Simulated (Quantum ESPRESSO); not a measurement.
# BP (F-43m): a worked LO-TO splitting

Wanted: the LO mode of BP (F-43m) from the TO mode and the field response.

Calculated with Quantum ESPRESSO 7.5; DFT LDA, scalar-relativistic, plane waves, JTH PAW pseudopotentials.

### 1. The relaxed structure

The structure is cubic, space group F-43m (No. 216). The conventional cell has a = 4.490 Å, b = 4.490 Å, c = 4.490 Å, α = 90.00°, β = 90.00°, γ = 90.00°. Nearest to B lie 4 P at 1.94 Å. Nearest to P lie 4 B at 1.94 Å. Farther neighbours are not listed.

This is the cell after its relaxation at this level of theory, not the database cell from which that began.

### 2. What the response run gave

A linear-response run on the relaxed cell, with the response to an electric field; only its zone-centre results are used. Cutoff 50 Ry, k mesh 12×12×12.

The log of the run:

```text
[banners, grids, parts of the stress and lines that vanish by symmetry left out]
Program PHONON v.7.5
     Reading xml data from directory:

[...]
Exchange-correlation= PW
                           (   1   4   0   0   0   0   0)
[...]
kinetic-energy cut-off    =      50.0000  Ry
     charge density cut-off    =     400.0000  Ry
     convergence threshold     =      1.0E-18
[...]
Exchange-correlation= PW
                           (   1   4   0   0   0   0   0)
[...]
q = (   0.0000000   0.0000000   0.0000000 )
     25 Sym.Ops. (with q -> -q+G )
     G cutoff =  729.3136  (  20539 G-vectors)     FFT grid: ( 40, 40, 40)
     G cutoff =  364.6568  (   7391 G-vectors)  smooth grid: ( 27, 27, 27)
     number of k points=    72
[...]
Mode symmetry, T_d (-43m)  point group:
[...]
Dielectric constant
[...]
End of electric fields calculation
          Dielectric constant in cartesian axis
          (       9.214444718       0.000000000       0.000000000 )
          (      -0.000000000       9.214444718      -0.000000000 )
          (       0.000000000      -0.000000000       9.214444718 )
          Effective charges (d Force / dE) in cartesian axis without acoustic sum rule applied (asr)
           atom    1  B     Mean Z*:       -0.63325
      Ex  (       -0.63325        0.00000        0.00000 )
      Ey  (        0.00000       -0.63325        0.00000 )
      Ez  (        0.00000        0.00000       -0.63325 )
           atom    2  P     Mean Z*:        0.62948
      Ex  (        0.62948       -0.00000        0.00000 )
      Ey  (        0.00000        0.62948        0.00000 )
      Ez  (       -0.00000       -0.00000        0.62948 )
          Effective charges Sum: Mean:       -0.00377
[...]
Effective charges (d Force / dE) in cartesian axis with asr applied:
           atom    1  B     Mean Z*:       -0.63136
[...]
atom    2  P     Mean Z*:        0.63136
[...]
Representation #   1 modes #   1   2   3
[...]
End of self-consistent calculation
     Convergence has been achieved
     Representation #   2 modes #   4   5   6
[...]
End of self-consistent calculation
     Convergence has been achieved
[...]
Dielectric constant in cartesian axis
          (       9.214444718       0.000000000       0.000000000 )
          (      -0.000000000       9.214444718      -0.000000000 )
          (       0.000000000      -0.000000000       9.214444718 )
          Effective charges (d Force / dE) in cartesian axis without acoustic sum rule applied (asr)
           atom    1  B     Mean Z*:       -0.63325
      Ex  (       -0.63325        0.00000        0.00000 )
      Ey  (        0.00000       -0.63325        0.00000 )
      Ez  (        0.00000        0.00000       -0.63325 )
           atom    2  P     Mean Z*:        0.62948
      Ex  (        0.62948       -0.00000        0.00000 )
      Ey  (        0.00000        0.62948        0.00000 )
      Ez  (       -0.00000       -0.00000        0.62948 )
          Effective charges Sum: Mean:       -0.00377
[...]
Effective charges (d Force / dE) in cartesian axis with asr applied:
           atom    1  B     Mean Z*:       -0.63136
[...]
atom    2  P     Mean Z*:        0.63136
[...]
q = (    0.000000000   0.000000000   0.000000000 )
[...]
freq (    1) =      -0.009857 [THz] =      -0.328808 [cm-1]
     freq (    2) =      -0.009857 [THz] =      -0.328808 [cm-1]
     freq (    3) =      -0.009857 [THz] =      -0.328808 [cm-1]
     freq (    4) =      24.623975 [THz] =     821.367385 [cm-1]
     freq (    5) =      24.623975 [THz] =     821.367385 [cm-1]
     freq (    6) =      24.623975 [THz] =     821.367385 [cm-1]
[...]
Mode symmetry, T_d (-43m)  point group:
     freq (   1-   3) =         -0.3  [cm-1]   --> T_2  G_15 P_4   I+R
     freq (   4-   6) =        821.4  [cm-1]   --> T_2  G_15 P_4   I+R

   JOB DONE.
```

```csv
quantity,value
cell volume Ω (Å³),22.624
mass of B (u),10.810
mass of P (u),30.974
"Born charge of B, raw (e)",-0.633
"Born charge of P, raw (e)",0.629
ε∞,9.214
ω(TO) after the sum rule (cm⁻¹),821.4
```

### 3. The calculation

The charges must sum to zero over the cell; taking off their mean, -0.002 e, leaves Z* = -0.631 e on B. In the polar mode B moves against P, so the reduced mass is μ = 10.81 × 30.97 / 41.78 = 8.013 u.

A longitudinal wave builds up a field that adds to the restoring force: ω(LO)² = ω(TO)² + 4π Z*² / (μ Ω ε∞), in Hartree atomic units. With μ = 14607 electron masses and Ω = 152.67 bohr³ the second term is 2.4375e-07 Ha², or 11741 cm⁻² (1 Ha = 219474.6 cm⁻¹).

So ω(LO) = √(674649 + 11741) = 828.5 cm⁻¹, and by the Lyddane-Sachs-Teller relation ε₀ = ε∞ (ω(LO)/ω(TO))² = 9.37.

### 4. Check against the program

The analysis program adds the same non-analytic term to the full matrix, here for q along (1 0 0).

The log of the run:

```text
[banner, memory and clock lines left out]
Program DYNMAT v.7.5

     Reading Dynamical Matrix from file g.dyn
     ...Force constants read
     ...epsilon and Z* read

     Polarizability (A^3 units)
     multiply by 0.267512 for Clausius-Mossotti correction
        14.788797   -0.000000    0.000000
         0.000000   14.788797   -0.000000
         0.000000   -0.000000   14.788797

     IR activities are in (D/A)^2/amu units

# mode   [cm-1]    [THz]      IR
    1      0.00    0.0000    0.0000
    2      0.00    0.0000    0.0000
    3      0.00    0.0000    0.0000
    4    821.37   24.6240    1.1477
    5    821.37   24.6240    1.1477
    6    828.48   24.8373    1.1477
```

ε₀ comes from the program's run without a direction of q.

| quantity | by hand | program |
| --- | --- | --- |
| ω(LO) (cm⁻¹) | 828.5 | 828.5 |
| ε₀ | 9.37 | 9.37 |

### 5. What came out

| Property | Result |
| --- | --- |
| TO mode | 821.4 cm⁻¹ |
| LO mode | 828.5 cm⁻¹ |
| static dielectric constant | 9.375 |

What this shows: The LO mode of BP (F-43m) lies at 828 cm⁻¹, 7 cm⁻¹ above the TO mode; the formula meets the program within 0.1 cm⁻¹, as it must for a cubic crystal with one polar mode. ω(LO)² − ω(TO)² goes with Z*²/ε∞: an error of 5 % in ε∞ would move the LO mode by 0.3 cm⁻¹, and semilocal functionals tend to overestimate ε∞. These are harmonic values at zero temperature, at the volume of this functional, for the structure held cubic; stability elsewhere in the zone is no part of this calculation.

[Host names and launcher messages were left out of these logs when they were recorded.]

[Logs are printed without paths, hosts, clocks, repeated set-up lines and the standing remarks that a program may print on its own settings, such as how far it seeks lower states.]

[Hosts, paths, dates, database ids (printed as entryN), source tags and the programs' standing remarks are cut or masked in the printed files.]
